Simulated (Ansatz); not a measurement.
## Dielectric response of BaTiO3 (001), TiO2 faces films

Wanted: ε of perovskite BaTiO3 (001), TiO2 faces by finite fields on slabs, and the band edges against the vacuum where run.

Main program and level: Ansatz 0.2.0; plane-wave DFT, LDA, Ansatz PAW.

**1. The starting structure**

The cell holds 13 atoms: 3 Ti, 8 O and 2 Ba. Its edges and angles: a = 4.000 Å, b = 4.000 Å, c = 26.000 Å, α = 90.0°, β = 90.0°, γ = 90.0°. It derives from BaTiO3 (perovskite BaTiO3). Vacuum lies along c.

**2. Relaxation, 13 atoms, units 2**

The structure is relaxed first, because levels and dipoles at a surface follow the positions of the outer atoms.

The input, input.yaml:

```yaml
crystal:
  lattice:
    - [4.0, 0.0, 0.0]
    - [0.0, 4.0, 0.0]
    - [0.0, 0.0, 26.0]
  atoms:
    - { symbol: Ti, position: [0.5, 0.5, 0.3461538462] }
    - { symbol: O, position: [0.0, 0.5, 0.3461538462] }
    - { symbol: O, position: [0.5, 0.0, 0.3461538462] }
    - { symbol: Ba, position: [0.0, 0.0, 0.4230769231] }
    - { symbol: O, position: [0.5, 0.5, 0.4230769231] }
    - { symbol: Ti, position: [0.5, 0.5, 0.5] }
    - { symbol: O, position: [0.0, 0.5, 0.5] }
    - { symbol: O, position: [0.5, 0.0, 0.5] }
    - { symbol: Ba, position: [0.0, 0.0, 0.5769230769] }
    - { symbol: O, position: [0.5, 0.5, 0.5769230769] }
    - { symbol: Ti, position: [0.5, 0.5, 0.6538461538] }
    - { symbol: O, position: [0.0, 0.5, 0.6538461538] }
    - { symbol: O, position: [0.5, 0.0, 0.6538461538] }
kpoints:
  mp_grid: { grid: [8, 8, 1] }
hamiltonian:
  xc: lda
scf:
  occupations: { method: fixed }
  convergence: { dr2_threshold: 1.0e-09 }
efield:
  axis: 3
  dipole_correction: true
  ramp_position: 0.97
  ramp_width: 0.06
relax:
  f_tol: 0.003
  max_steps: 100
output:
  eigenvalues: true
  write_potential: true
  write_density: true
  volumetric_format: npy
```

Started as:

```console
ansatz run input.yaml --threads 4 --pin off --max-ram 12288MiB --backend cpu --events-out ev --progress --plain --runs-dir out
```

Numbers of over 12 decimals in the logs are rounded to 6 here.

The log of the run:

```text
Engine: ansatz 0.2.0, aarch64-unknown-linux-gnu
Pseudopotentials: kind: paw
Pseudopotential: Ti, paw, valence charge 12, recommended cutoff 420 eV (normal), Ti.paw.azcp
Pseudopotential: O, paw, valence charge 6, recommended cutoff 420 eV (normal), O.paw.azcp
Pseudopotential: Ba, paw, valence charge 10, recommended cutoff 420 eV (normal), Ba.paw.azcp
Functional definition: SPW92
  exchange = slater_x
  correlation = pw_c
Crystal: 13 atoms, lattice volume = 416.000 Å³
Basis set: ecut = 420 eV, 8151 PW (Γ)
Bands: 65, of which v1, the nominal top of the filled ones, is band 52 counted from 1 (51 counted from 0)
Symmetry: 8 space group operations
k-points: 15 of 64
Non-local potential: Ti, projectors of the file, l = 0: 3, l = 1: 2, l = 2: 3, l = 3: 1
Non-local potential: O, projectors of the file, l = 0: 2, l = 1: 2, l = 2: 1
Non-local potential: Ba, projectors of the file, l = 0: 3, l = 1: 2, l = 2: 2, l = 3: 2
PAW form: soft (Blöchl's): semilocal exchange-correlation on the pseudo side does not see the compensation charge
PAW frozen core: Ti, regenerated for the run's functional, and the local potential with it (the file was generated under x = pbe(κ = 0.804, μ = 0.219515), c = pbe(β = 0.066725))
PAW frozen core: O, regenerated for the run's functional, and the local potential with it (the file was generated under x = pbe(κ = 0.804, μ = 0.219515), c = pbe(β = 0.066725))
PAW frozen core: Ba, regenerated for the run's functional, and the local potential with it (the file was generated under x = pbe(κ = 0.804, μ = 0.219515), c = pbe(β = 0.066725))
PAW one-centre angular grid: Ti, 590 points (default); XC on 64 Gauss nodes
PAW one-centre angular grid: O, 110 points (default); XC on 64 Gauss nodes
PAW one-centre angular grid: Ba, 194 points (default); XC on 64 Gauss nodes
Initial density: superposition of atomic densities (neutral atoms: chi_scale 0, normalization atom), corrected by the library's trained network
Initial wavefunctions: pseudopotential atomic-orbital guess
Functional: x = slater, c = lda
SCF iter   1: F=—  HF=-23370.658975 eV  |F-HF|=—  |Δ(HF+E_count)|=         —  Δρ=1.23e-2  dr2=6.36e-1  ethr=1.77e-3  p=-0.000 e·Å  D=-4.58e-14 V/Å  ΔV_dip=0.00 eV  dr2_dipole=1.02e-8  V_vac-E_F(+/−)=4.88/4.88 eV  ⟨swp⟩=5.1  Hψ=3674  notcnv=0  defer=145
efield: sawtooth ramp at fractional position 0.9700 (set: `efield.ramp_position`, or a place that a band, a saddle search or an elastic batch's reference lends), width 0.0600; the density the first Hamiltonian is built on has a dipole p = -0.000 e·Å; the dipole correction subtracts the counter field D = -4.58e-14 V/Å, which shifts the + side's vacuum level by +0.00 eV against the − side's; the planar-averaged density in the ramp window peaks in size at 3.3e-6 e/Å³
preconditioner: auto → Resta (q_TF=auto, 2.165 Å⁻¹)  ε∞=3.8  [insulator: Δε(μ)=0.744 eV  Ē_g=9.509 eV  n_scr=68 (ndim 8)  ℏωp=15.9 eV  f_vac=0.575  ε∞_Penn≈3.8  vacuum switching on, ρ_ref=6.6e-3 e/Å³]
SCF iter   2: F=—  HF=-23370.631064 eV  |F-HF|=—  |Δ(HF+E_count)|=   2.79e-2  Δρ=1.15e-2  dr2=5.63e-1  ethr=6.12e-4  p=0.000 e·Å  D=1.21e-5 V/Å  ΔV_dip=-0.00 eV  dr2_dipole=1.01e-8  V_vac-E_F(+/−)=5.31/5.31 eV  ⟨swp⟩=2.4  Hψ=1786  notcnv=0  defer=141
density mixer auto → msr1: gapped (density of states about μ 0.11 of a free-electron gas's, 68 screened modes)
SCF iter   3: F=—  HF=-23370.542088 eV  |F-HF|=—  |Δ(HF+E_count)|=   8.90e-2  Δρ=2.05e-3  dr2=1.50e-2  ethr=5.42e-4  p=0.000 e·Å  D=5.57e-6 V/Å  ΔV_dip=-0.00 eV  dr2_dipole=2.68e-9  V_vac-E_F(+/−)=5.13/5.13 eV  ⟨swp⟩=2.4  Hψ=1304  notcnv=0  defer=141
SCF iter   4: F=—  HF=-23370.540070 eV  |F-HF|=—  |Δ(HF+E_count)|=   2.02e-3  Δρ=9.81e-4  dr2=3.57e-3  ethr=1.44e-5  p=-0.000 e·Å  D=-4.97e-6 V/Å  ΔV_dip=0.00 eV  dr2_dipole=1.06e-9  V_vac-E_F(+/−)=5.20/5.20 eV  ⟨swp⟩=2.8  Hψ=1636  notcnv=0  defer=164
SCF iter   5: F=—  HF=-23370.539652 eV  |F-HF|=—  |Δ(HF+E_count)|=   4.18e-4  Δρ=4.78e-4  dr2=7.69e-4  ethr=3.43e-6  p=-0.000 e·Å  D=-2.72e-6 V/Å  ΔV_dip=0.00 eV  dr2_dipole=1.79e-10  V_vac-E_F(+/−)=5.20/5.20 eV  ⟨swp⟩=2.3  Hψ=1465  notcnv=0  defer=164
SCF iter   6: F=—  HF=-23370.539586 eV  |F-HF|=—  |Δ(HF+E_count)|=   6.63e-5  Δρ=1.20e-4  dr2=5.76e-5  ethr=7.40e-7  p=0.000 e·Å  D=1.81e-6 V/Å  ΔV_dip=-0.00 eV  dr2_dipole=4.38e-10  V_vac-E_F(+/−)=5.21/5.21 eV  ⟨swp⟩=2.1  Hψ=1433  notcnv=0  defer=161
SCF iter   7: F=—  HF=-23370.539586 eV  |F-HF|=—  |Δ(HF+E_count)|=   9.83e-8  Δρ=3.89e-5  dr2=9.54e-6  ethr=5.54e-8  p=-0.000 e·Å  D=-1.66e-7 V/Å  ΔV_dip=0.00 eV  dr2_dipole=6.64e-12  V_vac-E_F(+/−)=5.22/5.22 eV  ⟨swp⟩=2.0  Hψ=1530  notcnv=0  defer=131
SCF iter   8: F=—  HF=-23370.539582 eV  |F-HF|=—  |Δ(HF+E_count)|=   3.39e-6  Δρ=3.44e-5  dr2=6.24e-6  ethr=9.18e-9  p=-0.000 e·Å  D=-1.29e-6 V/Å  ΔV_dip=0.00 eV  dr2_dipole=1.93e-10  V_vac-E_F(+/−)=5.22/5.22 eV  ⟨swp⟩=2.0  Hψ=1319  notcnv=0  defer=125
SCF iter   9: F=—  HF=-23370.539828 eV  |F-HF|=—  |Δ(HF+E_count)|=   2.45e-4  Δρ=1.61e-5  dr2=1.36e-6  ethr=6.00e-9  p=0.000 e·Å  D=1.69e-7 V/Å  ΔV_dip=-0.00 eV  dr2_dipole=3.07e-11  V_vac-E_F(+/−)=5.22/5.22 eV  ⟨swp⟩=2.0  Hψ=1312  notcnv=0  defer=119
SCF iter  10: F=—  HF=-23370.539827 eV  |F-HF|=—  |Δ(HF+E_count)|=   1.44e-7  Δρ=3.76e-6  dr2=7.31e-8  ethr=1.31e-9  p=-0.000 e·Å  D=-4.42e-7 V/Å  ΔV_dip=0.00 eV  dr2_dipole=4.17e-11  V_vac-E_F(+/−)=5.23/5.22 eV  ⟨swp⟩=2.0  Hψ=1230  notcnv=0  defer=119
SCF iter  11: F=—  HF=-23370.539827 eV  |F-HF|=—  |Δ(HF+E_count)|=   2.65e-8  Δρ=3.79e-6  dr2=6.95e-8  ethr=7.03e-11  p=0.000 e·Å  D=1.03e-6 V/Å  ΔV_dip=-0.00 eV  dr2_dipole=2.73e-10  V_vac-E_F(+/−)=5.23/5.23 eV  ⟨swp⟩=2.3  Hψ=1575  notcnv=0  defer=119
SCF iter  12: F=—  HF=-23370.539827 eV  |F-HF|=—  |Δ(HF+E_count)|=   3.40e-9  Δρ=3.87e-6  dr2=7.14e-8  ethr=6.68e-11  p=-0.000 e·Å  D=-1.33e-6 V/Å  ΔV_dip=0.00 eV  dr2_dipole=4.44e-10  V_vac-E_F(+/−)=5.23/5.23 eV  ⟨swp⟩=2.0  Hψ=1416  notcnv=0  defer=119
SCF iter  13: F=—  HF=-23370.539827 eV  |F-HF|=—  |Δ(HF+E_count)|=   7.67e-9  Δρ=1.66e-6  dr2=1.19e-8  ethr=6.68e-11  p=-0.000 e·Å  D=-4.51e-7 V/Å  ΔV_dip=0.00 eV  dr2_dipole=3.75e-11  V_vac-E_F(+/−)=5.23/5.23 eV  ⟨swp⟩=2.0  Hψ=1101  notcnv=0  defer=119
SCF iter  14: F=-23370.539827 eV  HF=-23370.539827 eV  |F-HF|=5.86e-10  |Δ(HF+E_count)|=   1.53e-9  Δρ=4.14e-7  dr2=8.05e-10  ethr=1.00e-12  p=-0.000 e·Å  D=-1.96e-7 V/Å  ΔV_dip=0.00 eV  dr2_dipole=4.54e-12  V_vac-E_F(+/−)=5.23/5.23 eV  ⟨swp⟩=21.1  Hψ=8808  notcnv=0
SCF 1 converged in 14 iterations: F = -23370.539827 eV  dr2 = 8.05e-10
[...]
relax step   4: F+E_penalty+E_count = -23371.09410286 eV  Δ(F+E_penalty+E_count) = -3.156e-1 eV  max|allowed force component| = 3.885e-1 eV/Å  Δτ_max = 0.0948 Å  (13 SCF iters, accepted)
[...]
relax step   5: F+E_penalty+E_count = -23371.11746218 eV  Δ(F+E_penalty+E_count) = -2.336e-2 eV  max|allowed force component| = 5.287e-1 eV/Å  Δτ_max = 0.0886 Å  (12 SCF iters, accepted)
[...]
relax step   6: F+E_penalty+E_count = -23371.13628871 eV  Δ(F+E_penalty+E_count) = -1.883e-2 eV  max|allowed force component| = 7.626e-2 eV/Å  Δτ_max = 0.0261 Å  (11 SCF iters, accepted)
[...]
relax step   7: F+E_penalty+E_count = -23371.13703254 eV  Δ(F+E_penalty+E_count) = -7.438e-4 eV  max|allowed force component| = 4.706e-3 eV/Å  Δτ_max = 0.0057 Å  (10 SCF iters, accepted)
SCF iter   1: F=—  HF=-23371.136794 eV  |F-HF|=—  |Δ(HF+E_count)|=         —  Δρ=2.71e-5  dr2=2.49e-6  ethr=1.01e-7  p=0.000 e·Å  D=1.51e-8 V/Å  ΔV_dip=-0.00 eV  dr2_dipole=2.62e-14  V_vac-E_F(+/−)=5.83/5.83 eV  ⟨swp⟩=2.0  Hψ=1594  notcnv=0  defer=9
efield: sawtooth ramp at fractional position 0.9700 (set: `efield.ramp_position`, or a place that a band, a saddle search or an elastic batch's reference lends), width 0.0600; the density the first Hamiltonian is built on has a dipole p = 0.000 e·Å; the dipole correction subtracts the counter field D = 1.51e-8 V/Å, which shifts the + side's vacuum level by -0.00 eV against the − side's; the planar-averaged density in the ramp window peaks in size at 2.6e-6 e/Å³
preconditioner: auto → Resta (q_TF=auto, 2.165 Å⁻¹)  ε∞=3.3  [insulator: Δε(μ)=0.966 eV  Ē_g=10.844 eV  n_scr=68 (ndim 8)  ℏωp=16.3 eV  f_vac=0.588  ε∞_Penn≈3.3  vacuum switching on, ρ_ref=8.5e-3 e/Å³]
SCF iter   2: F=—  HF=-23371.137035 eV  |F-HF|=—  |Δ(HF+E_count)|=   2.41e-4  Δρ=1.32e-5  dr2=6.32e-7  ethr=2.39e-9  p=-0.000 e·Å  D=-8.76e-9 V/Å  ΔV_dip=0.00 eV  dr2_dipole=4.86e-18  V_vac-E_F(+/−)=5.83/5.83 eV  ⟨swp⟩=2.0  Hψ=1694  notcnv=0  defer=8  κ⁻¹=1.0e0(r=1)
density mixer auto → broyden: gapped, where msr1 would fit the directions that read negative (density of states about μ 0.15 of a free-electron gas's, 68 screened modes)
SCF iter   3: F=—  HF=-23371.137034 eV  |F-HF|=—  |Δ(HF+E_count)|=   1.04e-7  Δρ=8.35e-6  dr2=2.33e-7  ethr=6.07e-10  p=-0.000 e·Å  D=-8.29e-9 V/Å  ΔV_dip=0.00 eV  dr2_dipole=8.39e-15  V_vac-E_F(+/−)=5.83/5.83 eV  ⟨swp⟩=2.0  Hψ=1481  notcnv=0  defer=8  κ⁻¹=2.5e-1(r=2)
SCF iter   4: F=—  HF=-23371.137034 eV  |F-HF|=—  |Δ(HF+E_count)|=   3.44e-8  Δρ=2.39e-6  dr2=2.11e-8  ethr=2.24e-10  p=-0.000 e·Å  D=-2.15e-8 V/Å  ΔV_dip=0.00 eV  dr2_dipole=4.20e-15  V_vac-E_F(+/−)=5.83/5.83 eV  ⟨swp⟩=2.0  Hψ=1439  notcnv=0  defer=8  κ⁻¹=1.6e-2(r=3)
SCF iter   5: F=—  HF=-23371.137034 eV  |F-HF|=—  |Δ(HF+E_count)|=  5.46e-11  Δρ=1.32e-6  dr2=7.61e-9  ethr=2.03e-11  p=-0.000 e·Å  D=-1.42e-8 V/Å  ΔV_dip=0.00 eV  dr2_dipole=8.63e-17  V_vac-E_F(+/−)=5.83/5.83 eV  ⟨swp⟩=2.0  Hψ=1353  notcnv=0  defer=8  κ⁻¹=3.9e-3(r=4)
SCF iter   6: F=—  HF=-23371.137034 eV  |F-HF|=—  |Δ(HF+E_count)|=  7.31e-10  Δρ=3.89e-7  dr2=1.05e-9  ethr=7.32e-12  p=-0.000 e·Å  D=-1.22e-8 V/Å  ΔV_dip=0.00 eV  dr2_dipole=2.12e-17  V_vac-E_F(+/−)=5.83/5.83 eV  ⟨swp⟩=2.1  Hψ=1276  notcnv=0  defer=8  κ⁻¹=8.3e-4(r=5)
SCF iter   7: F=-23371.137034 eV  HF=-23371.137034 eV  |F-HF|=2.44e-10  |Δ(HF+E_count)|=  1.93e-10  Δρ=2.79e-7  dr2=3.69e-10  ethr=1.00e-12  p=-0.000 e·Å  D=-1.25e-8 V/Å  ΔV_dip=0.00 eV  dr2_dipole=5.47e-19  V_vac-E_F(+/−)=5.83/5.83 eV  ⟨swp⟩=10.7  Hψ=6481  notcnv=0
SCF 8 converged in 7 iterations: F = -23371.137034 eV  dr2 = 3.69e-10
relax step   8: F+E_penalty+E_count = -23371.13703438 eV  Δ(F+E_penalty+E_count) = -1.835e-6 eV  max|allowed force component| = 3.538e-4 eV/Å  Δτ_max = 0.0004 Å  (7 SCF iters, accepted)
WARN: The output density's exchange-correlation potential varies sharply where the density is thin. Do not read a vacuum level from v_tot or v_xc, or from such a field of the output density. On a cell that repeats whose density bears no net charge and no dipole along the vacuum's axis use v_es (v_loc + v_h of the components); under efield.dipole_correction with no amplitude use v_es + v_field, which holds any externa [...]
SCF converged after 7 iterations
Stability not checked: this state was not tested for a lower state beside it, because the mixer in use, unlike msr1, does not test its closes by its own steps (another_mixer; see scf.mixing.algorithm and scf.lower_state_search)
Free energy (F): -23371.137034 eV
Harris-Foulkes:  -23371.137034 eV  (|F-HF|=2.44e-10)
Internal energy: -23371.137034 eV  (E = F + TS)
E sigma→0 (E₀):  -23371.137034 eV
Fermi energy:    0.307343 eV
Dipole field:    D = -0.000000 V/Å  (p = -0.000000 e·Å, saw-weighted, corrected)
Work function:   Φ+ = 5.8275 eV   Φ− = 5.8276 eV
Levels:          The Fermi level and band energies are counted from a zero that moves with the ramp; work functions are not
--- Per-component energies (eV) ---
  E_band       = -1522.328385
  E_kinetic    = 2545.523127
  E_local      = -107956.205370  (includes V_loc(G=0)·N_el)
  E_nonlocal   = 539.938627
  E_hartree    = 52805.104980
  E_xc         = -1209.407727
  E_vxc        = -1389.749865  (∫ρ·V_xc dr)
  E_paw        = -14279.780852  (= ΣΔE_a)
  E_vpaw       = -872.062567  (= ΣTr[D̂ρ^β])
  E_aug_tail   = 0.020204  (compensation charges beyond the density's cutoff)
  E_efield     = 0.000000  (sawtooth field / dipole correction)
  E_vefield    = 0.000000  (∫n·V_field dr)
  E_ewald      = 44181.351723
  E_core_change = 2.318254  (= ΣΔE_core)
  E_smearing   = -0.000000  (= −TS)
  E_closure    = 0.000000  (closes the sum)
  Σ components = -23371.137034   (vs F -23371.137034, Δ=0.00e0)
--- Forces (eV/Å), atoms counted from 1 ---
  atom   1  Ti    -0.00000000     0.00000000     0.00020341
  atom   2  O      0.00000000     0.00000000    -0.00012699
  atom   3  O      0.00000000     0.00000000    -0.00012699
  atom   4  Ba     0.00000000     0.00000000     0.00035385
  atom   5  O      0.00000000     0.00000000    -0.00011252
  atom   6  Ti    -0.00000000     0.00000000    -0.00000025
  atom   7  O      0.00000000     0.00000000     0.00000059
  atom   8  O      0.00000000     0.00000000     0.00000059
  atom   9  Ba     0.00000000     0.00000000    -0.00035239
  atom  10  O      0.00000000     0.00000000     0.00011001
  atom  11  Ti     0.00000000     0.00000000    -0.00020304
  atom  12  O     -0.00000000     0.00000000     0.00012688
  atom  13  O     -0.00000000     0.00000000     0.00012688
  max |Σ_I F_I| component: 1.13e-8 eV/Å
--- Band table (eV; the first three rows and the last of 15) ---
  k-point 0: bands = [... 48 lower, -0.3118, -0.3118, -0.2573, -0.2573, 1.2738, 1.3810, 1.3810, 1.7442, ... 9 higher]
  k-point 1: bands = [... 48 lower, -0.5410, -0.5271, -0.4934, -0.4848, 1.3851, 1.5927, 1.6640, 2.0759, ... 9 higher]
  k-point 2: bands = [... 48 lower, -0.9636, -0.8913, -0.7532, -0.6656, 1.4127, 2.2211, 2.2686, 2.4477, ... 9 higher]
  k-point 14: bands = [... 48 lower, -0.6810, -0.4011, 0.3058, 0.3073, 3.0883, 3.0883, 3.5535, 3.6172, ... 9 higher]
--- Relaxed structure (8 steps of the walk, 7 accepted, 0 SCFs on fresh bases) ---
  F+E_penalty+E_count = -23371.13703438 eV   max|allowed force component| = 3.538e-4 eV/Å
  atoms:
    - { symbol: Ti, position: [0.5, 0.5, 0.354731] }
    - { symbol: O, position: [0, 0.5, 0.351523] }
    - { symbol: O, position: [0.5, 0.0, 0.351523] }
    - { symbol: Ba, position: [0, 0.0, 0.421907] }
    - { symbol: O, position: [0.5, 0.5, 0.424962] }
    - { symbol: Ti, position: [0.5, 0.5, 0.500000] }
    - { symbol: O, position: [0, 0.5, 0.500000] }
    - { symbol: O, position: [0.5, 0.0, 0.500000] }
    - { symbol: Ba, position: [0, 0.0, 0.578093] }
    - { symbol: O, position: [0.5, 0.5, 0.575038] }
    - { symbol: Ti, position: [0.5, 0.5, 0.645269] }
    - { symbol: O, position: [0, 0.5, 0.648477] }
    - { symbol: O, position: [0.5, 0.0, 0.648477] }
```

The job ended after 2.1 min (4 threads of Arm Neoverse V1, shared host; peak memory 1.1 GiB).

Relaxation path:

```tsv
step	energy less that of the first step (eV)	largest force component (eV/Å)
1	0.0000	2.7468
2	-0.2386	2.1385
3	-0.0485	4.5373
4	-0.5543	0.3885
5	-0.5776	0.5287
6	-0.5965	0.0763
7	-0.5972	0.0047
8	-0.5972	0.0004
```

Relaxation step 3 was tried and not accepted.

Forces are held to the 8 operations that the run works with; a distortion that breaks them can't arise in this run.

The atoms that moved most (Å):

```tsv
atom	dx	dy	dz	length
Ti1	0.000	0.000	0.223	0.223
Ti11	0.000	0.000	-0.223	0.223
O2	0.000	0.000	0.140	0.140
O3	0.000	0.000	0.140	0.140
O12	0.000	0.000	-0.140	0.140
O13	0.000	0.000	-0.140	0.140
O5	0.000	0.000	0.049	0.049
O10	0.000	0.000	-0.049	0.049
```

The relaxed structure:

```cif
data_structure
_symmetry_space_group_name_H-M 'P 1'
_symmetry_Int_Tables_number 1
_cell_length_a 4.0000
_cell_length_b 4.0000
_cell_length_c 26.0000
_cell_angle_alpha 90.000
_cell_angle_beta 90.000
_cell_angle_gamma 90.000
_cell_volume 416.00
loop_
_atom_site_label
_atom_site_type_symbol
_atom_site_fract_x
_atom_site_fract_y
_atom_site_fract_z
_atom_site_occupancy
Ti1 Ti 0.50000 0.50000 0.35473 1
O2 O 0.00000 0.50000 0.35152 1
O3 O 0.50000 0.00000 0.35152 1
Ba4 Ba 0.00000 0.00000 0.42191 1
O5 O 0.50000 0.50000 0.42496 1
Ti6 Ti 0.50000 0.50000 0.50000 1
O7 O 0.00000 0.50000 0.50000 1
O8 O 0.50000 0.00000 0.50000 1
Ba9 Ba 0.00000 0.00000 0.57809 1
O10 O 0.50000 0.50000 0.57504 1
Ti11 Ti 0.50000 0.50000 0.64527 1
O12 O 0.00000 0.50000 0.64848 1
O13 O 0.50000 0.00000 0.64848 1
```

This step gave:

```
gap on the k-mesh             : 0.9665 eV
dipole along the normal       : -3.04e-8 e·Å
ionisation energy, upper face : 5.828 eV
electron affinity, upper face : 4.861 eV
```

Running mean over 4.0 Å of the planar mean; the ramp of the sawtooth is left out. Table of electron's electrostatic potential energy less the highest filled level by z:

```tsv
z (Å)	electron's electrostatic potential energy less the highest filled level (eV)
3.5	5.83
4.0	5.83
4.5	5.83
5.0	5.82
5.5	5.81
6.0	5.75
6.5	5.47
7.0	4.16
7.5	2.26
8.0	1.02
8.5	-0.114
9.0	-1.88
9.5	-3.65
10.0	-4.60
10.5	-5.20
11.0	-5.70
11.5	-5.60
12.0	-5.24
12.5	-5.12
13.0	-5.13
13.5	-5.12
14.0	-5.24
14.5	-5.60
15.0	-5.70
15.5	-5.20
16.0	-4.60
16.5	-3.65
17.0	-1.88
17.5	-0.114
18.0	1.02
18.5	2.26
19.0	4.16
19.5	5.47
20.0	5.75
20.5	5.81
21.0	5.82
21.5	5.83
22.0	5.83
22.5	5.83
```

The relaxation took 8 steps and lowered the energy by 0.60 eV; the largest force on the free atoms ends at 3.5e-4 eV/Å.

The gap is 0.97 eV, with the valence edge 5.83 eV and the conduction edge 4.86 eV under the upper vacuum level.

(Part 1 of 4 ends here.)

[Logs are printed without paths, hosts, clocks, repeated set-up lines and the standing remarks that a program may print on its own settings, such as how far it seeks lower states.]

[Hosts, paths, dates, database ids (printed as entryN), source tags and the programs' standing remarks are cut or masked in the printed files.]

[Maps of the electrostatic potential energy from Ansatz leave out the sawtooth potential of an applied field or a dipole correction, so their vacuum need not be flat; planar profiles and work functions include it.]
